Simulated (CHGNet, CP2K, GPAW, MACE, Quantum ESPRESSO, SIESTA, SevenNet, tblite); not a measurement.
# Running amorphous carbon (111 atoms) with SIESTA, part 2 of 2

Aim: run amorphous carbon (111 atoms) in SIESTA and see how near its forces come to a plane-wave reference, and at what cost.

Program: SIESTA 5.4.2; the method stands at each step. Banners, paths, timers and routine set-up lines are dropped from the logs unmarked, and long logs keep their key lines alone; longer cuts are marked. The potentials were converted by us to PSML.

So far. Step 3 (PBE, SZP, shift 0.01 Ry, mesh 300 Ry): Against the first run (12 %), the force difference from the reference is 32 %, at 0.73 times the CPU time, with 999 basis functions against 1443: the smaller basis costs accuracy. Step 4 (PBE, SZ, shift 0.01 Ry, mesh 300 Ry): Against the first run (12 %), the force difference from the reference is 51 %, at 0.17 times the CPU time (on 1 against 2 cores), with 444 basis functions against 1443: the smaller basis costs accuracy.

**5. PBE, DZP, shift 0.005 Ry, mesh 300 Ry**

Method: Kohn-Sham DFT, PBE, PseudoDojo 0.4.1 norm-conserving pseudopotentials (converted to PSML), numerical atomic orbitals (DZP), diagonalisation.

input.fdf reads:

```
SystemLabel cell
NumberOfAtoms 111
NumberOfSpecies 1
%block ChemicalSpeciesLabel
  1 6 C
%endblock ChemicalSpeciesLabel
LatticeConstant 1.0 Ang
%block LatticeVectors
  8.86660 0.00000 0.00000
  0.00000 8.86660 0.00000
  0.00000 0.00000 8.86660
%endblock LatticeVectors
PAO.BasisSize DZP
PAO.EnergyShift 0.005 Ry
XC.Functional GGA
XC.Authors PBE
MeshCutoff 300 Ry
%block kgrid_Monkhorst_Pack
  1 0 0 0.0
  0 1 0 0.0
  0 0 1 0.0
%endblock kgrid_Monkhorst_Pack
SolutionMethod diagon
OccupationFunction FD
ElectronicTemperature 580 K
SCF.Mixer.Method Pulay
SCF.Mixer.Weight 0.05
SCF.Mixer.History 8
SCF.Mix Hamiltonian
MaxSCFIterations 300
SCF.DM.Tolerance 1e-04
SCF.H.Tolerance 1.0e-3 eV
WriteForces T
Write.HirshfeldPop T
Write.VoronoiPop T
Write.DM F
Write.H F
XML.Write F
AtomicCoordinatesFormat Fractional
%block AtomicCoordinatesAndAtomicSpecies
[... 111 atom lines left out: the same atoms as in the first run ...]
%endblock AtomicCoordinatesAndAtomicSpecies
```

Run with:

```console
OMP_NUM_THREADS=1 mpirun -np 4 siesta < input.fdf > output.txt
```

Log:

```text
Version         : 5.4.2
reinit: System Name:
reinit: System Label: cell
initatom: Reading input for the pseudopotentials and atomic orbitals ----------
Species number:   1 Atomic number:    6 Label: C
Ground state valence configuration (from tables):   2s02  2p02  3d00  4f00
---- Processing specs for species: C
GGA--PBE XC_GGA_X_PBE--XC_GGA_C_PBE pb
[... lines left out ...]
        iscf     Eharris(eV)        E_KS(eV)     FreeEng(eV)     dDmax    Ef(eV) dHmax(eV)
[... lines left out ...]
SCF Convergence by DM+H criterion
[... lines left out ...]
SCF cycle converged after 21 iterations
[... lines left out ...]
   Max    8.113528
[... lines left out ...]
   Max    8.113528    constrained
Stress tensor Voigt[x,y,z,yz,xz,xy] (kbar):     -271.72     -315.06     -244.06       92.87      -65.58       -4.07
[... lines left out ...]
siesta: FreeEng =    -18060.989763
[... lines left out ...]
siesta:         Fermi =      -5.171649
[... lines left out ...]
siesta:    -0.002542   -0.196646    0.057965
siesta:    -0.040929    0.057964   -0.152329
siesta: Cell volume =        697.061906 Ang**3
siesta: Pressure (static):
siesta:                Solid            Molecule  Units
siesta:           0.00188264          0.00226733  Ry/Bohr**3
siesta:           0.17285573          0.20817687  eV/Ang**3
siesta:         276.94540843        333.53611198  kBar
    Orbital volume contribution        =          54.973997 eV
    (Free)E + p_basis*V_orbitals       =      -18006.015766 eV
    (Free)Eharris+ p_basis*V_orbitals  =      -18006.015759 eV
Hirshfeld Atomic Populations:
Atom #   charge [q] valence [e]  Species
     1    -0.002189    4.002189  C
     2    -0.035811    4.035811  C
     3    -0.005068    4.005068  C
[...]
--------------------
 Total    -0.000044
Voronoi Atomic Populations:
Atom #   charge [q] valence [e]  Species
[...]
110    -0.024295    4.024295  C
   111    -0.024626    4.024626  C
--------------------
 Total    -0.000044
```

The job ended after 3.6 min (4 MPI ranks of Arm Neoverse V1, shared host; peak memory 2.2 GiB; 15 min of CPU time).

Compared with the plane-wave run:

| Item | Value |
| --- | --- |
| r.m.s. force component | 1.761 eV/Å |
| r.m.s. difference of force components | 210.9 meV/Å |
| longest difference of force vectors | 791.7 meV/Å |
| force difference over r.m.s. force | 12.62 % |
| slope of forces against the reference's | 1.047 |
| correlation of force components | 0.9938 |
| pressure | 27.69 GPa |
| pressure difference | 8.586 GPa |

This run lies far from the reference in forces at the same functional.

Against the first run (12 %), the force difference from the reference is 13 %, at 1.7 times the CPU time (on 4 against 2 cores).

**6. PBE, DZP, shift 0.01 Ry, mesh 100 Ry**

Method: Kohn-Sham DFT, PBE, PseudoDojo 0.4.1 norm-conserving pseudopotentials (converted to PSML), numerical atomic orbitals (DZP), diagonalisation.

Edit input.fdf of step 5 so:

```diff
@@ -13,6 +13,6 @@
 PAO.BasisSize DZP
-PAO.EnergyShift 0.005 Ry
+PAO.EnergyShift 0.01 Ry
 XC.Functional GGA
 XC.Authors PBE
-MeshCutoff 300 Ry
+MeshCutoff 100 Ry
 %block kgrid_Monkhorst_Pack
```

Run with:

```console
OMP_NUM_THREADS=1 mpirun -np 2 siesta < input.fdf > output.txt
```

Log:

```text
Version         : 5.4.2
reinit: System Name:
reinit: System Label: cell
initatom: Reading input for the pseudopotentials and atomic orbitals ----------
Species number:   1 Atomic number:    6 Label: C
Ground state valence configuration (from tables):   2s02  2p02  3d00  4f00
---- Processing specs for species: C
GGA--PBE XC_GGA_X_PBE--XC_GGA_C_PBE pb
[... lines left out ...]
        iscf     Eharris(eV)        E_KS(eV)     FreeEng(eV)     dDmax    Ef(eV) dHmax(eV)
[... lines left out ...]
SCF Convergence by DM+H criterion
[... lines left out ...]
SCF cycle converged after 20 iterations
[... lines left out ...]
   Max    8.104184
[... lines left out ...]
   Max    8.104184    constrained
Stress tensor Voigt[x,y,z,yz,xz,xy] (kbar):     -266.78     -309.74     -238.20       93.67      -67.34       -3.19
[... lines left out ...]
siesta: FreeEng =    -18061.876389
[... lines left out ...]
siesta:         Fermi =      -4.295332
[... lines left out ...]
siesta:    -0.001989   -0.193325    0.058464
siesta:    -0.042029    0.058464   -0.148671
siesta: Cell volume =        697.061906 Ang**3
siesta: Pressure (static):
siesta:                Solid            Molecule  Units
siesta:           0.00184611          0.00222272  Ry/Bohr**3
siesta:           0.16950233          0.20408031  eV/Ang**3
siesta:         271.57267896        326.97269758  kBar
    Orbital volume contribution        =          42.146953 eV
    (Free)E + p_basis*V_orbitals       =      -18019.729437 eV
    (Free)Eharris+ p_basis*V_orbitals  =      -18019.729439 eV
Hirshfeld Atomic Populations:
Atom #   charge [q] valence [e]  Species
     1    -0.000844    4.000844  C
     2    -0.037600    4.037600  C
     3    -0.004002    4.004002  C
[...]
--------------------
 Total    -0.000071
Voronoi Atomic Populations:
Atom #   charge [q] valence [e]  Species
[...]
110    -0.032790    4.032790  C
   111    -0.033773    4.033773  C
--------------------
 Total    -0.000074
```

Wall time 85 s (2 MPI ranks); peak memory 0.91 GiB.

Compared with the plane-wave run:

```yaml
r_m_s_force_component: 1.76 eV/Å
r_m_s_difference_of_force_components: 198.1 meV/Å
longest_difference_of_force_vectors: 761.7 meV/Å
force_difference_over_r_m_s_force: 11.85 %
slope_of_forces_against_the_reference_s: 1.047
correlation_of_force_components: 0.9946
pressure: 27.16 GPa
pressure_difference: 8.049 GPa
energy_less_the_same_level_run_s: 0.7176 meV/atom
r_m_s_force_difference_from_the_same_level_run: 4.211 meV/Å
```

This is a coarse setting, run to see what it loses.

Against the first run (12 %), the force difference from the reference is 12 %, at 0.33 times the CPU time: the change moves forces by 4.2 meV/Å r.m.s., so most of the difference comes from elsewhere.

**7. All runs compared**

Differences are against the plane-wave reference, forces as r.m.s. over components; share is that over the reference's r.m.s. force, slope the least-squares factor from reference forces to these. Total energies of different programs have different zeros and aren't compared.

```csv
run,"Δ force, r.m.s. (meV/Å)",share (%),slope,Δ pressure (GPa),cores,CPU time,memory (GiB)
reference,-,-,-,-,4,4.6 min,2.0
"SIESTA PBE, DZP, shift 0.01 Ry, mesh 300 Ry",198,11.9,1.047,8.04,2,8.5 min,1.5
"SIESTA PBE, SZP, shift 0.01 Ry, mesh 300 Ry (coarse)",535,32.0,1.117,18.1,2,6.2 min,1.2
"SIESTA PBE, SZ, shift 0.01 Ry, mesh 300 Ry (coarse)",856,51.2,1.252,30.6,1,86 s,0.53
"SIESTA PBE, DZP, shift 0.005 Ry, mesh 300 Ry",211,12.6,1.047,8.59,4,15 min,2.2
"SIESTA PBE, DZP, shift 0.01 Ry, mesh 100 Ry (coarse)",198,11.8,1.047,8.05,2,2.8 min,0.91
```

Rows marked coarse were listed beforehand as settings not expected to be converged; some can still land near the reference.

CPU time is summed over cores on a shared host, where runs went side by side, so it is rough. Symmetry, cutoffs, thresholds, outputs and thread counts weren't matched or tuned between programs; memory under MPI is the largest rank's times the ranks.

Within one program, basis, potentials and functional, energies share a zero. Each run against its twin at the usual cutoff or grid and solver:

```csv
run,twin,Δ energy (meV/atom),"Δ force, r.m.s. (meV/Å)",CPU time over the twin's
"SIESTA PBE, DZP, shift 0.01 Ry, mesh 100 Ry","DZP, shift 0.01 Ry, mesh 300 Ry",0.718,4.21,0.33
```

**8. Results**

```json
{
 "nearest in forces": "a tie at 12 % of 2 runs: SIESTA PBE, DZP, shift 0.01 Ry, mesh 300 Ry; SIESTA PBE, DZP, shift 0.01 Ry, mesh 100 Ry (coarse)"
}
```

The PBE runs in local orbitals, coarse settings apart, differ by 12 % (SIESTA PBE, DZP, shift 0.01 Ry, mesh 300 Ry) to 13 % (SIESTA PBE, DZP, shift 0.005 Ry, mesh 300 Ry); basis, grid and potentials can all enter. Runs with settings chosen to be coarse differ by 12 % (SIESTA PBE, DZP, shift 0.01 Ry, mesh 100 Ry) to 51 % (SIESTA PBE, SZ, shift 0.01 Ry, mesh 300 Ry), their programs' other errors included. One electronic-structure run takes under half the reference's CPU time: SIESTA PBE, SZ, shift 0.01 Ry, mesh 300 Ry, at 51 % in 86 s against 4.6 min; its pressure misses by +30.6 GPa. SIESTA PBE, SZP, shift 0.01 Ry, mesh 300 Ry stiffens the forces by a factor of 1.12 while following their directions (correlation 0.966); the slopes of the 5 SIESTA runs lie between 1.05 and 1.25. In pressure, SIESTA PBE, SZ, shift 0.01 Ry, mesh 300 Ry misses by +30.6 GPa, at the same functional. The reference's pressure holds the uncorrected Pulay stress of its 45 Ry basis, so small pressure differences, and their order, may be the reference's own error. The quench rate of 100 K/ps is many orders above laboratory rates, so the cell is likely richer in defects and strain than a real sample. The network of bonds at the start is that of the classical potential that made the cell, and needn't be the one that DFT or experiment would give. The reference's stress is far from hydrostatic: its diagonal is 19.2, 22.5, 15.6 GPa, compression counted positive. The electronic-structure runs sample only Γ, in a cell whose shortest periodic width is 9 Å, which is coarse for a cell with partly filled levels.

[Also dropped from logs without a mark: logging warnings of Python, and SIESTA's first energy breakdown and zero terms.]

[Logs are printed without paths, hosts, clocks, repeated set-up lines and the standing remarks that a program may print on its own settings, such as how far it seeks lower states.]

[Hosts, paths, dates, database ids (printed as entryN), source tags and the programs' standing remarks are cut or masked in the printed files.]
